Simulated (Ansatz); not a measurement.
# CH3 on Ti(0001), fcc start, 2x2 cell: work function, bands and core levels, part 3 of 4

Aim: how the adsorbate changes the work function, the valence spectrum and the core levels in CH3 on Ti(0001), fcc start, 2x2 cell.

Ansatz 0.2.0; DFT, PBE, plane-wave PAW, default files, scalar-relativistic.

So far, work function, upper face (eV): step 2 (the clean face) 4.41; step 3 (relaxation) 3.65.

### 4. Layer-resolved bands, DOS and potential (continued)

A(k,E), total over k along the path and E. Zero: Fermi level.

Ten even steps from '_' (0.0 eV⁻¹) to '@' (12.3 eV⁻¹), each cell a mean:
```
______::--::::::::--##@@@@@@%%++------====----::----::..____
::::--::::::::::::==++++++++++==--::::::::....::::::--==--::
**++==--::....::------::::::--------::::::::......::--==++**
::::------::------::..........::----::....________....::::::
--------======::..______________..::::--::::::::::::::------
++==----::::..______________________....::::::::::::::--==++
--==--::........____________________..............::--==----
____..::..__......______________..........::::--------..____
________....____......________..__..____..::----::::________
__________....____..__......__....____......________________
__________..__..______........______..__..__________________
____________..__..____________________..____________________
______________..____________________..______________________
______________....______________....________________________
________________..__....__....______________________________
__________________..__________..____________________________
____________________....__....______________________________
____________________________________________________________
____________________________________________________________
____________________________________________________________
____________________________________________________________
____________________________________________________________
```
Columns: k along the path (Å⁻¹) from 0 to 3.37; rows upwards: E (eV) from -7.7 to 0.981.

A(k,E), top over k along the path and E. Zero: Fermi level.

Values in eV⁻¹, 12 rows by 16 columns, each cell a mean:
```
0.56 0.88 0.95 0.72 0.90 1.99 2.54 2.46 1.55 0.99 1.06 0.80 0.74 0.96 1.03 0.57
1.77 1.35 0.89 0.88 1.16 0.99 0.85 0.89 1.07 1.01 0.78 0.65 0.58 0.69 1.16 1.75
0.85 1.04 1.35 1.09 0.53 0.23 0.17 0.18 0.32 0.71 0.84 0.65 0.60 0.63 0.76 0.81
1.03 0.80 0.45 0.43 0.25 0.09 0.08 0.08 0.12 0.35 0.51 0.65 0.65 0.79 0.99 1.06
0.12 0.26 0.43 0.28 0.36 0.31 0.18 0.24 0.36 0.35 0.40 0.63 0.74 0.61 0.31 0.12
0.08 0.09 0.19 0.28 0.18 0.28 0.36 0.32 0.24 0.20 0.30 0.25 0.20 0.15 0.08 0.07
0.09 0.10 0.12 0.19 0.21 0.18 0.19 0.19 0.18 0.24 0.23 0.15 0.13 0.14 0.12 0.09
0.15 0.13 0.16 0.28 0.43 0.39 0.22 0.29 0.42 0.39 0.18 0.09 0.07 0.08 0.12 0.15
0.02 0.02 0.02 0.02 0.13 0.26 0.37 0.32 0.23 0.04 0.04 0.04 0.05 0.04 0.03 0.02
0.03 0.03 0.03 0.03 0.03 0.09 0.21 0.17 0.04 0.03 0.03 0.04 0.04 0.04 0.03 0.03
0.61 0.60 0.57 0.51 0.44 0.38 0.34 0.35 0.40 0.47 0.54 0.61 0.64 0.63 0.62 0.61
0.10 0.09 0.09 0.09 0.07 0.05 0.04 0.05 0.06 0.08 0.09 0.08 0.07 0.08 0.09 0.10
```
Columns: k along the path (Å⁻¹) from 0 to 3.37; rows upwards: E (eV) from -7.7 to 0.981.

A(k,E), middle over k along the path and E. Zero: Fermi level.

Values in eV⁻¹, 12 rows by 16 columns, each cell a mean:
```
0.23 0.44 0.93 1.03 1.00 1.89 2.68 2.48 1.45 1.16 1.44 1.12 0.94 0.93 0.54 0.24
1.08 1.07 0.75 0.63 0.92 0.89 0.56 0.68 0.97 0.76 0.48 0.39 0.36 0.56 1.03 1.08
1.51 1.29 1.32 1.11 0.64 0.20 0.10 0.12 0.36 0.80 0.95 0.96 0.99 1.02 1.12 1.46
1.78 1.49 0.81 0.65 0.30 0.07 0.05 0.05 0.11 0.45 0.63 0.59 0.47 0.65 1.51 1.81
0.11 0.42 0.63 0.34 0.41 0.39 0.20 0.28 0.44 0.38 0.51 1.01 1.41 1.29 0.50 0.12
0.03 0.04 0.38 0.38 0.18 0.24 0.39 0.32 0.20 0.24 0.50 0.44 0.16 0.09 0.05 0.03
0.02 0.02 0.06 0.39 0.30 0.29 0.25 0.27 0.30 0.33 0.34 0.04 0.03 0.03 0.02 0.02
0.01 0.01 0.02 0.14 0.35 0.14 0.16 0.15 0.16 0.41 0.04 0.02 0.01 0.01 0.01 0.01
0.01 0.01 0.01 0.02 0.25 0.44 0.19 0.26 0.49 0.05 0.01 0.01 0.01 0.01 0.01 0.01
0.00 0.00 0.01 0.01 0.02 0.17 0.49 0.39 0.05 0.01 0.01 0.01 0.01 0.01 0.00 0.00
0.00 0.00 0.01 0.01 0.01 0.02 0.03 0.02 0.01 0.01 0.01 0.01 0.01 0.00 0.00 0.00
0.00 0.00 0.00 0.00 0.01 0.01 0.01 0.01 0.01 0.00 0.00 0.00 0.00 0.00 0.00 0.00
```
Columns: k along the path (Å⁻¹) from 0 to 3.37; rows upwards: E (eV) from -7.7 to 0.981.

A(k,E), bottom over k along the path and E. Zero: Fermi level.

Ten even steps from '_' (0.00 eV⁻¹) to '@' (5.70 eV⁻¹), each cell a mean:
```
______::::::....::--##@@@@@@%%++--::::------::::------..____
------::::::------==++++++++++++--------::..::::::::--++==--
**++==--::....::====--------------------::::......::--==++**
..::--==----====--::..........::----::..____________....::..
------==++++==::..______________..::::--::::......::::------
++==--::::::..______________________....::::::::::::::--==++
::----......__..____________________..............::------::
____..::..__....__________________........::::--------..____
________....____..________________..____..::::::::..________
__________....____..__________....____......________________
______________..____..........______..__..__________________
________________..________________..__..____________________
______________..____________________________________________
________________________________..__________________________
____________________..........______________________________
____________________________________________________________
____________________________..______________________________
____________________________________________________________
____________________________________________________________
____________________________________________________________
____________________________________________________________
____________________________________________________________
```
Columns: k along the path (Å⁻¹) from 0 to 3.37; rows upwards: E (eV) from -7.7 to 0.981.

Peaks of A(k,E) at the labelled points: for each region the eleven nearest the zero at most, each over 6 % of that point's highest, less those above the energy where the solved bands run out; weight and spread sum the levels within three half widths or 0.3 eV, so near peaks share levels. Peaks of the spectral function, the first 40 of 96 rows:

```tsv
point	weight on	E (eV)	A (1/eV)	weight near the peak	rms spread of levels (eV)
K	total	-6.84	1.695	0.564	0.025
K	total	-1.52	4.843	3.066	0.131
K	total	-1.22	10.45	4.003	0.066
K	total	-0.74	5.579	2.091	0.085
K	total	-0.04	9.96	4.098	0.09
K	top	-6.84	1.685	0.563	0.025
K	top	-4.24	0.461	0.142	0
K	top	-1.52	1.468	0.976	0.157
K	top	-1.24	1.908	0.968	0.139
K	top	-0.8	1.039	0.412	0.101
K	top	-0.06	3.643	1.505	0.112
K	top	0.16	2.122	1.668	0.139
K	top	0.86	0.257	0.039	0.016
K	middle	-1.52	1.932	1.011	0.139
K	middle	-1.2	4.406	1.563	0.055
K	middle	-0.82	1.804	0.666	0.115
K	middle	-0.58	1.163	0.695	0.135
K	middle	-0.04	2.239	0.732	0.072
K	bottom	-1.22	4.33	1.833	0.074
K	bottom	-0.72	3.302	1.013	0.044
K	bottom	0.1	4.909	2.756	0.126
K	bottom	0.24	4.061	2.746	0.126
Γ	total	-5.76	3.195	0.981	0
Γ	total	-4.94	2.911	0.888	0
Γ	total	-4.06	2.269	0.678	0
Γ	total	-3.22	2.416	0.716	0
Γ	total	-2.68	2.678	0.804	0.022
Γ	total	-0.2	3.894	1.81	0.111
Γ	total	0.02	4.048	1.882	0.127
Γ	total	0.48	8.579	5.899	0.13
Γ	total	0.74	16.59	8.145	0.136
Γ	top	-6.78	0.924	0.289	0
Γ	top	-5.76	0.579	0.172	0
Γ	top	-4.94	1.179	0.365	0
Γ	top	-4.06	0.554	0.163	0
Γ	top	-3.22	0.528	0.153	0
Γ	top	-2.68	0.792	0.241	0.032
Γ	top	-0.18	1.018	0.582	0.108
Γ	top	0.02	1.445	0.596	0.116
Γ	top	0.82	4.327	2.16	0.139
```

The DOS has structure finer than the step of the table below, so its rows give means over 1 eV, whole bins alone (the curve runs from -15.7 to 0.725 eV). Peaks (eV: height): total -13.8: 6.73, -6.8: 12.8, -1.7: 21.4, -0.7: 33.5; Ti 3d -1.7: 17.9, -0.7: 29.0; Ti 4s -4.5: 2.96, -3.7: 3.80, -2.9: 6.12, -2.3: 5.47; Ti 4p* -0.7: 1.90, 0.2: 2.49; C 2p -6.8: 7.17, -4.2: 1.25.

* holds the states left over by the projection beside any projected weight of its own. DOS against E, zero at the Fermi level; means over each step; values in states/eV/cell:

```tsv
E (eV)	total	Ti 3d	Ti 4s	Ti 4p*	C 2p	H 1s	C 2s
-15	0	0	0	0	0	0	0
-14	1.93	0.0455	0.0657	0.00857	0.0324	0.738	1.01
-13	0.0656	0.00155	0.00222	2.9e-4	0.00110	0.0250	0.0342
-12	0	0	0	0	0	0	0
-11	0	0	0	0	0	0	0
-10	0	0	0	0	0	0	0
-9	0	0	0	0	0	0	0
-8	0	0	0	0	0	0	0
-7	3.97	0.151	0.128	0.0670	2.21	1.41	4.3e-5
-6	0.322	0.00263	0.278	0.00370	0.0248	0.0128	1.5e-5
-5	1.88	0.0736	1.52	0.0368	0.222	0.0280	0.00381
-4	3.94	0.498	2.44	0.0962	0.800	0.0661	0.0426
-3	6.01	2.07	3.57	0.165	0.156	0.0198	0.0274
-2	17.3	12.9	3.81	0.471	0.0844	0.0324	0.0222
-1	23.6	20.8	1.49	1.10	0.0897	0.0247	0.0162
0	28.1	24.3	1.71	1.91	0.0765	0.118	0.0262
```

Sums over each group's atoms; a table of it gives point samples, which can step over narrow peaks. DOS of the group against E, zero at the Fermi level; 7 of 11 lines; values in states/eV:

```tsv
E (eV)	other layers: Ti 3d	layer 1: Ti 3d	layer 3: Ti 3d	layer 2: Ti 3d	other layers: Ti 4s	layer 3: Ti 4s	adsorbate: C 2p
-15	0	0	0	0	0	0	0
-14	0	0.0215	0	1.0e-4	0	1.1e-5	0.0154
-13	0	0	0	0	0	0	0
-12	0	0	0	0	0	0	0
-11	0	0	0	0	0	0	0
-10	0	0	0	0	0	0	0
-9	0	0	0	0	0	0	0
-8	0	0	0	0	0	0	0
-7	0	0.164	1.9e-5	0.00253	1.9e-5	1.9e-4	2.50
-6	2.8e-5	1.3e-4	1.8e-5	1.8e-5	0.00551	0.0168	0.00113
-5	0.00733	0.0263	0.00445	0.00418	0.230	0.503	0.120
-4	0.0611	0.316	0.0341	0.0819	0.563	0.524	0.915
-3	0.340	0.429	0.490	0.354	0.902	0.915	0.142
-2	2.65	2.78	3.91	4.23	1.21	0.930	0.0869
-1	5.97	4.93	4.79	5.09	0.333	0.210	0.0865
0	9.35	7.90	5.05	4.51	0.926	0.280	0.0948
```

This run's widths, added to any smearing of the DOS itself: Gaussian 0.3 eV, Lorentzian 0.05 eV plus 0.08 an eV of depth. Table of intensity by binding energy, zero at the Fermi level; values in % of the maximum within 13 eV:

```tsv
binding energy (eV)	21.2 eV	60 eV	400 eV	1486.7 eV	9251.7 eV
-1.0	1.12	1.10	1.08	1.28	1.24
-0.5	2.46	2.48	2.42	2.69	2.21
0.0	51.0	53.8	50.8	51.5	30.8
0.5	86.6	88.4	86.6	87.6	51.1
1.0	82.5	81.8	82.4	81.1	40.6
1.5	62.0	60.6	62.7	68.1	52.0
2.0	51.9	50.0	54.2	73.5	91.9
2.5	25.9	24.4	28.3	52.5	92.8
3.0	12.2	11.5	13.6	36.4	80.5
3.5	9.33	8.22	8.14	26.5	63.9
4.0	12.3	10.0	6.72	20.6	49.1
4.5	10.2	7.87	5.23	18.8	46.3
5.0	4.67	3.48	2.87	12.3	31.6
5.5	3.49	2.36	1.76	7.56	19.5
6.0	5.97	3.62	1.33	3.52	8.03
6.5	21.2	12.2	2.74	3.36	4.91
7.0	27.7	15.8	3.38	3.62	4.46
7.5	7.63	4.46	1.09	1.38	1.95
8.0	2.73	1.67	0.513	0.770	1.16
8.5	1.41	0.926	0.353	0.579	0.859
9.0	0.874	0.631	0.291	0.499	0.699
9.5	0.603	0.494	0.269	0.473	0.608
10.0	0.445	0.432	0.272	0.484	0.562
10.5	0.344	0.418	0.300	0.537	0.556
11.0	0.275	0.452	0.361	0.648	0.596
11.5	-	0.549	0.478	0.861	0.708
12.0	-	0.768	0.712	1.28	0.959
12.5	-	1.28	1.24	2.24	1.55
13.0	-	2.62	2.60	4.69	3.11
13.5	-	5.31	5.31	9.60	6.23
14.0	-	5.11	5.12	9.24	6.00
14.5	-	2.45	2.43	4.40	2.89
15.0	-	1.18	1.16	2.10	1.41
15.5	-	0.673	0.656	1.18	0.822
```

Maxima picked by a test of local sharpness, so broad peaks and shoulders can be missing; peaks within 0.45 eV of a curve's cut are left out. Valence peaks, by row:

```tsv
photon energy (eV)	binding energy (eV)	height (% of the maximum within 13 eV)	main shell	its share (%)
21.2	6.8	32.81	C 2p	67.2
21.2	4.15	12.73	C 2p	70.05
21.2	1.65	63.15	Ti 3d	97.23
21.2	0.7	100	Ti 3d	97.74
60	13.75	5.951	C 2s	78.07
60	6.8	18.77	C 2p	77.19
60	4.1	10.18	C 2p	56.68
60	1.65	61.8	Ti 3d	97.77
60	0.7	100	Ti 3d	98.31
60	0.2	81.82	Ti 3d	98.36
400	13.75	5.958	C 2s	93.25
400	1.65	64.29	Ti 3d	94.22
400	0.7	100	Ti 3d	96.41
1487	13.75	10.77	C 2s	93.79
1487	6.8	4.241	Ti 4s	45.56
1487	1.8	76.09	Ti 3d	63.51
1487	0.7	100	Ti 3d	80.26
9252	13.75	6.976	C 2s	84.27
9252	6.75	5.272	Ti 4s	93.4
9252	2.75	93.64	Ti 4s	98.25
9252	2.25	100	Ti 4s	96.62
9252	0.65	54.56	Ti 4s	83.4
9252	0.25	49.89	Ti 4s	85.26
```

The planar mean, electrostatic potential oscillates, so the rows of the table below give means over windows of 1 Å about each position, cut where the curve ends. Its maxima inside the range that stand out by 2 % of the span (Å: eV): 1.5: 4.47, 8.7: -0.324, 11.1: -0.0271, 13.3: -1.25, 15.8: -0.231. Its minima: 7.5: -12.9, 9.9: -12.7, 12.2: -12.6, 14.4: -12.7, 16.4: -0.735.

From the Fermi level. The planar mean, electrostatic potential by z; means over each step:

```tsv
z (Å)	planar mean, electrostatic potential (eV)
0	4.06
1	4.32
2	4.47
3	4.47
4	4.44
5	4.20
6	2.20
7	-8.13
8	-7.73
9	-4.00
10	-10.7
11	-1.71
12	-10.3
13	-4.96
14	-8.49
15	-7.26
16	-0.492
17	1.87
18	3.56
19	3.64
20	3.65
21	3.65
22	3.65
23	3.76
```

The intensity has structure finer than the step of the table below, so its rows give means over 1 eV, whole bins alone (the curve runs from -15.7 to 1.43 eV). Peaks (eV: height): C K -6.8: 99.0, -4.2: 40.2; C K, E along x -6.8: 147; C K, E along y -6.8: 147; C K, E along z -4.2: 115; Ti L-alpha -0.8: 99.4.

Shapes are the site's partial DOS without matrix elements, which overweights lines from ligand s bands. Table of intensity by emission energy less the core level's binding energy, zero at the Fermi level; means over each step; values in % of the unpolarised maximum:

```tsv
emission energy less the core level's binding energy (eV)	C K	C K, E along x	C K, E along y	C K, E along z	Ti L-alpha
-15	0.397	0.260	0.260	0.670	0.0839
-14	0.956	0.338	0.338	2.19	0.150
-13	0.774	0.456	0.456	1.41	0.133
-12	0.607	0.651	0.651	0.518	0.113
-11	0.801	1.00	1.00	0.396	0.129
-10	1.31	1.75	1.75	0.437	0.159
-9	2.73	3.81	3.81	0.583	0.212
-8	9.94	14.5	14.5	0.905	0.326
-7	67.8	101	101	1.73	0.746
-6	23.8	33.0	33.0	5.48	0.744
-5	16.9	5.86	5.86	38.9	1.39
-4	32.8	2.62	2.62	93.2	3.81
-3	11.0	1.87	1.87	29.1	13.5
-2	5.53	1.72	1.72	13.2	51.3
-1	5.15	2.03	2.02	11.4	84.5
0	2.74	1.35	1.35	5.34	48.1
```

Recipe: projected DOS times atomic cross section and asymmetry factor (unpolarised light, 54.7° from the beam), occupied states only, Fermi edge at 20 K, a Lorentzian width of 0.05 eV growing by 0.08 eV per eV of binding energy, and a resolution of 0.3 eV. Each atom is damped by exp[−depth/(λ cos θ)], θ = 60° from the normal, λ from the universal curve. Curves are cut 10 eV under the photon energy, above any shell that the free atom's threshold puts out of reach, or at the lower edge of the window: 11.2 eV at 21.2 eV, 15.7 eV at 60 eV, 15.7 eV at 400 eV, 15.7 eV at 1486.7 eV and 15.7 eV at 9251.7 eV. A star in tables and legends marks shells that hold the states left over by the projection (3.1 % of the filled ones), a stand-in for orbitals that the files don't project on. Matrix elements of the solid and inelastic losses aren't modelled, nor non-dipole terms, which matter above 3 keV.

How the area divides among the shells (%):

```tsv
shell	21.2 eV	60 eV	400 eV	1486.7 eV	9251.7 eV
H 1s	5.2	2.1	0.3	0.1	0.0
C 2s	0.1	4.2	5.3	7.2	3.5
C 2p	16.6	11.4	1.9	0.7	0.1
Ti 4s	0.7	0.9	7.4	38.5	91.6
Ti 4p*	0.1	0.0	0.7	1.7	0.9
Ti 3d	77.3	81.3	84.5	51.7	3.9
```

Cross sections used, in Mb an electron:

```tsv
shell	21.2 eV	60 eV	400 eV	1486.7 eV	9251.7 eV
H 1s	1.9	0.092	2.4e-4	3.0e-6	6.0e-9
C 2s	0.58	0.38	0.0095	3.1e-4	1.3e-6
C 2p	2.7	0.33	0.0010	9.8e-6	6.5e-9
Ti 4s	0.081	0.043	0.0027	2.3e-4	3.3e-6
Ti 4p*	0.049	0.012	0.0012	5.3e-5	1.7e-7
Ti 3d	2.5	1.2	0.0092	9.2e-5	4.2e-8
```

Regions along c: top from 13.3 to 20.6 Å, middle from 10.3 to 13.3 Å, bottom from 3.5 to 10.3 Å.

States with weight above 0.08 nearest the zero at K of the zone, within the window kept, -6.9 to 1.0 eV (levels that the program groups as degenerate share a row):

```tsv
E (eV)	weight, total	weight, top	weight, middle	weight, bottom
-0.72	0.59	0.04	0.03	0.53
-0.70	0.43	0.05	0.03	0.35
-0.57	0.29	0.06	0.20	0.03
-0.06	0.58	0.55	0.01	0.01
-0.04	0.99	0.04	0.45	0.50
-0.04	0.95	0.48	0.19	0.28
0.09	1.00	0.00	0.01	0.98
0.18	0.58	0.41	0.07	0.09
0.27	0.97	0.00	0.12	0.85
0.33	0.20	0.17	0.01	0.01
```

States with weight above 0.08 nearest the zero at Γ of the zone, within the window kept, -6.9 to 1.0 eV (levels that the program groups as degenerate share a row):

```tsv
E (eV)	weight, total	weight, top	weight, middle	weight, bottom
-0.20	0.94	0.22	0.22	0.49
0.02	0.84	0.34	0.02	0.48
0.45	0.99	0.11	0.20	0.68
0.49	0.84	0.17	0.33	0.35
0.70	0.88	0.30	0.23	0.35
0.70	0.88	0.29	0.23	0.36
0.71	0.39	0.05	0.12	0.22
0.71	0.40	0.05	0.12	0.23
0.76	0.69	0.08	0.31	0.29
0.76	0.69	0.08	0.31	0.29
```

The largest force component on a free atom is 0.013 eV/Å, so the atoms are at rest for these settings too. At the Fermi level the DOS is 32.33 states/eV a cell, and on the broadened curves Ti 3d holds 85 % of the total there.

(Part 3 of 4 ends here.)

[Logs are printed without paths, hosts, clocks, repeated set-up lines and the standing remarks that a program may print on its own settings, such as how far it seeks lower states.]

[Hosts, paths, dates, database ids (printed as entryN), source tags and the programs' standing remarks are cut or masked in the printed files.]

[Maps of the electrostatic potential energy from Ansatz leave out the sawtooth potential of an applied field or a dipole correction, so their vacuum need not be flat; work functions include it.]
